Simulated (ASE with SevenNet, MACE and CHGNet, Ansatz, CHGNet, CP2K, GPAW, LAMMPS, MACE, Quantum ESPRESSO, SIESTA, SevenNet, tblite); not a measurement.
## Liquid (K,Li)2CO3 at 900 K (96 atoms) in machine-learned potentials

Aim: run liquid (K,Li)2CO3 at 900 K (96 atoms) in machine-learned potentials and see how near its forces come to a plane-wave reference, and at what cost.

Calculated with ASE with SevenNet, MACE and CHGNet; the method is named at each step.

## Step 1: The starting structure

The cell holds 96 atoms: 16 C, 48 O, 12 K and 20 Li. Cell: a = 11.031 Å, b = 11.031 Å, c = 11.031 Å, α = 90.0°, β = 90.0°, γ = 90.0°. 12 K+, 20 Li+, 16 CO3 2- placed at random, at 1.94 g/cm³; overlaps pushed apart, then 10 ps at 1300 K with harmonic planar carbonate ions with charges +1 on C and -1 on O; Joung-Cheatham ions (J. Phys. Chem. B 112, 9020 (2008)); charges of ions scaled by 0.8. Snapshot after 20 ps at 900 K and fixed volume.

The yardstick, on the same geometry:

| Quantity | Value |
| --- | --- |
| method | Kohn-Sham DFT, PBE, PAW, plane waves (Ansatz 0.2.0); cutoff 420 eV, Γ point, fermi-dirac smearing of 0.05 eV; PAW set soft_2 |
| r.m.s. force component | 2.068 eV/Å |
| longest force | 11.07 eV/Å |
| pressure | 5.427 GPa |
| gap (highest filled to lowest empty level) | 1.996 eV |
| SCF cycles | 10 |
| time | 19 s on 4 threads of Arm Neoverse V1, shared host |
| CPU time | 73 s |

## Step 2: SevenNet l3i5 potential

Method: machine-learned interatomic potential SevenNet l3i5, trained on PBE(+U) plane-wave data.

Input file run.py:

```python
import numpy as np
from ase.io import read
import mlip  # loads the published weights by name

atoms = read("structure.xyz")
atoms.calc = mlip.calc("7net-l3i5")
energy = atoms.get_potential_energy()
forces = atoms.get_forces()
print(f"energy {energy:.6f} eV")
print("forces (eV/A)")
for i, (a, f) in enumerate(zip(atoms, forces)):
    print(f"{i:4d} {a.symbol:2s} {f[0]:10.5f} {f[1]:10.5f} {f[2]:10.5f}")
stress = -atoms.get_stress(voigt=False) * 160.21766
print("stress (GPa, compression positive)")
for row in stress:
    print(" ".join(f"{x:10.4f}" for x in row))
```

Input file structure.xyz:

```xyz
96
Lattice="11.03082 0.00000 0.00000 0.00000 11.03082 0.00000 0.00000 0.00000 11.03082" Properties=species:S:1:pos:R:3 pbc="T T T"
C 6.31184 9.07881 1.82737
O 5.38249 9.83056 1.57796
O 7.40256 9.32148 1.17864
O 6.31503 8.75869 3.06381
C 8.21090 2.73741 7.48176
O 8.78561 1.84303 8.14803
O 8.94335 3.70481 6.91456
O 6.94534 2.88489 7.34642
C 1.42099 0.83956 6.57680
O 1.41581 1.43037 7.64425
O 1.88561 10.65522 6.63382
O 1.11058 1.37201 5.55534
C 4.04599 7.99536 4.77480
O 4.02614 6.75318 4.29165
O 3.34024 9.04075 4.46737
O 4.62941 7.97098 5.94197
C 7.11433 5.13738 4.22591
O 7.46511 5.83839 5.19651
O 5.91307 4.77182 4.14979
O 7.76217 5.13794 3.09084
C 8.45579 6.96806 8.30996
O 9.69311 6.80480 7.74750
O 7.70481 7.99326 8.00032
O 7.94925 6.01952 8.99574
C 4.38652 5.93646 1.25784
O 3.65804 6.92250 1.05046
O 3.86156 4.87121 1.83266
O 5.58501 5.90248 0.86371
C 10.07026 9.53052 3.96404
O 9.34244 10.51568 3.42143
O 0.20021 9.60200 4.00794
O 9.42948 8.52583 4.25150
C 0.73090 9.33384 10.08868
O 1.32932 8.70199 9.15183
O 0.52860 10.53885 10.04533
O 0.40704 8.65291 0.01886
C 3.01638 1.67084 2.79929
O 2.95108 0.54382 3.26998
O 3.01715 1.85152 1.55325
O 3.39176 2.63273 3.37411
C 10.91632 3.98235 10.66118
O 0.09983 3.70933 9.35138
O 10.32915 5.09966 10.86492
O 0.65589 3.49853 0.53334
C 4.88434 10.51954 9.13462
O 4.10523 9.83729 8.47641
O 6.09133 10.17361 9.10076
O 4.38652 0.43417 9.95134
C 3.10573 4.53245 7.99282
O 3.46875 4.09376 6.86492
O 2.23506 5.49699 7.82008
O 3.89013 4.79907 8.96364
C 8.52682 2.21609 0.70454
O 8.91290 2.01335 1.88947
O 8.01191 3.42893 0.42116
O 7.92178 1.22133 0.04743
[... 36 atom lines left out ...]
Li 9.37675 4.58088 8.92713
Li 3.51199 4.63934 3.70757
Li 7.54618 10.43813 7.99779
Li 2.25669 10.53046 8.60823
```

Started as:

```sh
$ OMP_NUM_THREADS=1 python run.py > output.txt
```

Log:

```text
energy -591.777710 eV
forces (eV/A)
   0 C     3.04232    2.52842    1.95607
   1 O    -5.88461    3.19900   -3.52600
   2 O     1.81235   -1.63352   -1.47745
   3 O     0.66672   -4.08899    2.36252
   4 C     0.57983    3.20176   -1.23021
   5 O     0.66326   -2.28451    0.67986
   6 O     0.44842   -0.08205    0.51529
   7 O    -1.26449   -1.03249    0.07629
   8 C     2.30116   -2.99457    2.78619
   9 O    -0.66858    2.58126    5.35690
  10 O     0.86457   -2.14791   -1.17682
  11 O    -2.05687    2.60845   -7.00896
  12 C    -0.72879   -3.21411    1.51252
  13 O    -0.86965    2.12997   -1.41224
  14 O     0.38931   -0.80347   -1.17552
  15 O     1.02551    1.03068    1.58083
  16 C    -1.17808    1.33573   -1.42965
  17 O     2.69155    1.10138    2.41521
  18 O    -2.47162   -2.12527    0.12148
  19 O     2.71200    0.21925   -0.97669
  20 C     1.17023    0.15245   -2.65004
  21 O    -2.20223    0.60048    1.59941
  22 O     0.12981    0.62511    0.09678
  23 O    -0.30334   -0.75061    0.98024
[...]
88 Li   -0.26407    0.64852    0.08151
  89 Li   -0.33845   -0.37429   -0.24464
  90 Li   -1.34718    0.45208    0.14951
  91 Li   -0.43150   -0.40528   -0.61935
  92 Li    0.26532    0.35466   -0.28926
  93 Li    0.88938    0.47986    0.03919
  94 Li    0.43765    0.11048   -0.29273
  95 Li   -0.49678   -0.29771   -0.51638
stress (GPa, compression positive)
    6.6173    -0.6316     1.0333
   -0.6316     5.2252    -0.2414
    1.0333    -0.2414     7.0759
```

It took 16 s on 1 thread of Arm Neoverse V1, shared host; peak memory 1.6 GiB.

Banners, paths, timers and routine set-up lines are dropped from the logs unmarked, and long logs keep their key lines alone; longer cuts are marked.

Against the reference:

| Quantity | Value |
| --- | --- |
| r.m.s. force component | 2.12 eV/Å |
| r.m.s. difference of force components | 185.9 meV/Å |
| longest difference of force vectors | 893.8 meV/Å |
| force difference over r.m.s. force | 8.99 % |
| slope of forces against the reference's | 1.022 |
| correlation of force components | 0.9964 |
| pressure | 6.306 GPa |
| pressure difference | 0.8787 GPa |

Length of the force difference by element (eV/Å):

```
element  atoms   mean  most
      C     16   0.41  0.89
      K     12  0.086  0.17
     Li     20   0.15  0.49
      O     48   0.31  0.71
```

A closer look about O18, which has 3 bonded neighbours where the commonest count for O is 5: 9 atoms, nearest first, numbered in the order of the input, with positions taken from that point.

```
atom      x      y      z  distance (Å)  bonds     Fx     Fy  Fz (eV/Å)
 O18   0.00   0.00   0.00          0.00      3   2.69   1.10       2.42
 C17  -0.35  -0.70  -0.97          1.25      3  -1.18   1.34      -1.43
Li84   1.77  -0.06   1.07          2.07      4  -0.01  -0.76      -0.34
 O19  -1.55  -1.07  -1.05          2.15      5  -2.47  -2.13       0.12
 O20   0.30  -0.70  -2.11          2.24      5   2.71   0.22      -0.98
Li91   2.22   0.74  -1.36          2.70      3  -1.35   0.45       0.15
 K76  -1.69  -0.63   2.01          2.70      7   0.75   0.49      -0.58
Li81  -1.46   0.97  -2.10          2.74      5  -0.54  -0.18       0.30
  O7   1.48  -2.13   1.72          3.11      4   0.45  -0.08       0.52
```

Atoms are counted from 1 here, from 0 in the log.

Forces lie 9.0 % from the reference's, at 0.14 times its CPU time (on 1 against 4 cores).

## Step 3: MACE MPA-0 medium potential

Method: machine-learned interatomic potential MACE MPA-0 medium, trained on PBE(+U) plane-wave data.

Edit run.py of step 2 so:

```diff
@@ -5,3 +5,3 @@
 atoms = read("structure.xyz")
-atoms.calc = mlip.calc("7net-l3i5")
+atoms.calc = mlip.calc("mace-mpa-0-medium")
 energy = atoms.get_potential_energy()
```

structure.xyz is that of step 2.

Log:

```text
energy -591.940774 eV
forces (eV/A)
   0 C     3.35974    2.78583    2.08932
   1 O    -6.33838    3.35550   -3.74656
   2 O     1.91773   -1.69862   -1.73474
   3 O     0.74246   -4.26071    2.83028
   4 C     0.51382    3.21427   -1.07807
   5 O     0.59790   -2.22650    0.56049
   6 O     0.41533   -0.11038    0.56938
   7 O    -1.08636   -1.07118    0.07242
   8 C     2.27064   -3.05371    2.70367
   9 O    -0.60778    2.57287    5.41891
  10 O     0.91488   -2.10992   -1.07247
  11 O    -2.05521    2.63277   -7.05075
  12 C    -0.55106   -2.75358    1.86677
  13 O    -1.04074    1.85332   -1.68219
  14 O     0.38130   -0.90285   -1.21737
  15 O     1.03927    1.10685    1.62085
  16 C    -1.10750    1.28841   -1.37686
  17 O     2.67266    1.10655    2.44583
  18 O    -2.59642   -2.17644    0.11666
  19 O     2.74092    0.22861   -1.00400
  20 C     1.25850    0.30840   -2.63455
  21 O    -2.30063    0.56965    1.55827
  22 O     0.13965    0.67683    0.04529
  23 O    -0.37928   -0.82524    0.99780
[...]
88 Li   -0.23852    0.67689    0.12768
  89 Li   -0.27605   -0.35228   -0.33874
  90 Li   -1.31482    0.47874    0.10764
  91 Li   -0.47715   -0.54945   -0.44226
  92 Li    0.32945    0.35107   -0.27043
  93 Li    0.80161    0.44798    0.00528
  94 Li    0.48961    0.15154   -0.29934
  95 Li   -0.51343   -0.32562   -0.56453
stress (GPa, compression positive)
    6.8797    -0.5610     1.0483
   -0.5610     5.3433    -0.1497
    1.0483    -0.1497     7.1234
```

Elapsed: 9.3 s, on 1 thread; peak memory 1.2 GiB.

Against the reference:

```
r.m.s. force component                  : 2.164 eV/Å
r.m.s. difference of force components   : 200.6 meV/Å
longest difference of force vectors     : 1144 meV/Å
force difference over r.m.s. force      : 9.703 %
slope of forces against the reference's : 1.043
correlation of force components         : 0.9965
pressure                                : 6.449 GPa
pressure difference                     : 1.021 GPa
```

Against the first run (9.0 %), the force difference from the reference is 9.7 %, at 0.79 times the CPU time.

## Step 4: CHGNet 0.3.0 potential

Method: machine-learned interatomic potential CHGNet 0.3.0, trained on PBE(+U) plane-wave data.

Edit run.py of step 3 so:

```diff
@@ -5,3 +5,3 @@
 atoms = read("structure.xyz")
-atoms.calc = mlip.calc("mace-mpa-0-medium")
+atoms.calc = mlip.calc("chgnet-0.3.0")
 energy = atoms.get_potential_energy()
```

structure.xyz is that of step 3.

Log:

```text
CHGNet v0.3.0 initialized with 412,525 parameters
CHGNet will run on cpu
energy -629.119324 eV
forces (eV/A)
   0 C     2.87235    1.34104    1.31800
   1 O    -5.94613    3.33723   -3.31447
   2 O     2.00093   -1.25185   -1.44997
   3 O     0.75583   -3.66402    2.49025
   4 C     0.54289    2.84559   -1.37653
   5 O     0.45409   -2.06776    0.74863
   6 O     0.38010   -0.01220    0.42760
   7 O    -1.03422   -0.93282    0.20978
   8 C     1.96021   -3.15611    2.75607
   9 O    -0.43497    2.65635    5.50087
  10 O     0.91172   -2.29190   -1.03083
  11 O    -2.00470    2.74822   -7.28945
  12 C     0.19396   -2.60483    1.56187
  13 O    -1.19027    2.07405   -1.33933
  14 O    -0.03898   -0.93639   -1.10230
  15 O     0.80674    0.99599    1.33163
  16 C    -0.95636    0.44471   -1.08001
  17 O     2.53087    1.34680    2.16447
  18 O    -2.63863   -1.81135    0.00568
  19 O     2.63202    0.24260   -0.94005
  20 C     1.57547    0.64038   -2.17339
  21 O    -2.29788    0.50947    1.38516
  22 O     0.17477    0.32873    0.00160
  23 O    -0.35140   -0.84573    0.88905
[...]
88 Li   -0.28693    0.48775    0.12401
  89 Li   -0.21516   -0.36353   -0.20945
  90 Li   -1.13734    0.34085   -0.10953
  91 Li   -0.33287   -0.14887   -0.54652
  92 Li    0.15558    0.20076   -0.17242
  93 Li    0.77707    0.45183    0.09703
  94 Li    0.52047    0.14359   -0.37547
  95 Li   -0.27870   -0.18003   -0.40970
stress (GPa, compression positive)
    6.8124    -0.2948     0.8503
   -0.2948     5.4536    -0.1542
    0.8503    -0.1542     7.0266
```

The job ended after 3.6 s (1 thread; peak memory 1.2 GiB).

Against the reference:

* r.m.s. force component: 2.032 eV/Å
* r.m.s. difference of force components: 387.8 meV/Å
* longest difference of force vectors: 2372 meV/Å
* force difference over r.m.s. force: 18.76 %
* slope of forces against the reference's: 0.965
* correlation of force components: 0.9822
* pressure: 6.431 GPa
* pressure difference: 1.004 GPa

Against the first run (9.0 %), the force difference from the reference is 19 %, at 0.32 times the CPU time.

## Step 5: The ladder

Differences are against the plane-wave reference, forces as r.m.s. over components; share is that over the reference's r.m.s. force, slope the least-squares factor from reference forces to these. Total energies of different programs have different zeros and aren't compared.

```
                        run  Δ force, r.m.s. (meV/Å)  share (%)  slope  Δ pressure (GPa)  cores  CPU time  memory (GiB)
                  reference                        -          -      -                 -      4      73 s           1.6
    SevenNet l3i5 potential                      186       8.99  1.022             0.879      1      10 s           1.6
MACE MPA-0 medium potential                      201       9.70  1.043              1.02      1       8 s           1.2
     CHGNet 0.3.0 potential                      388       18.8  0.965              1.00      1     3.3 s           1.2
```

Times of the machine-learned potentials are mostly Python's start and the loading of weights.

CPU time is summed over cores on a shared host, where runs went side by side, so it is rough. Symmetry, cutoffs, thresholds, outputs and thread counts weren't matched or tuned between programs; memory under MPI is the largest rank's times the ranks.

## Step 6: Results

```yaml
nearest_in_forces: SevenNet l3i5 potential, 9.0 %
its_cpu_time: 10 s
```

What this shows: Machine-learned potentials differ by 9.0 % (SevenNet l3i5 potential) to 19 % (CHGNet 0.3.0 potential); they were trained on other programs' data. Machine-learned potentials mimic data converged in k, so the reference's own k-point error enters their differences. The network of bonds at the start is that of the classical potential that made the cell, and needn't be the one that DFT or experiment would give. The electronic-structure runs sample only Γ, in a cell whose shortest periodic width is 11 Å.

[Also dropped from logs without a mark: logging warnings of Python, and SIESTA's first energy breakdown and zero terms.]

[Logs are printed without paths, hosts, clocks, repeated set-up lines and the standing remarks that a program may print on its own settings, such as how far it seeks lower states.]

[Hosts, paths, dates, database ids (printed as entryN), source tags and the programs' standing remarks are cut or masked in the printed files.]
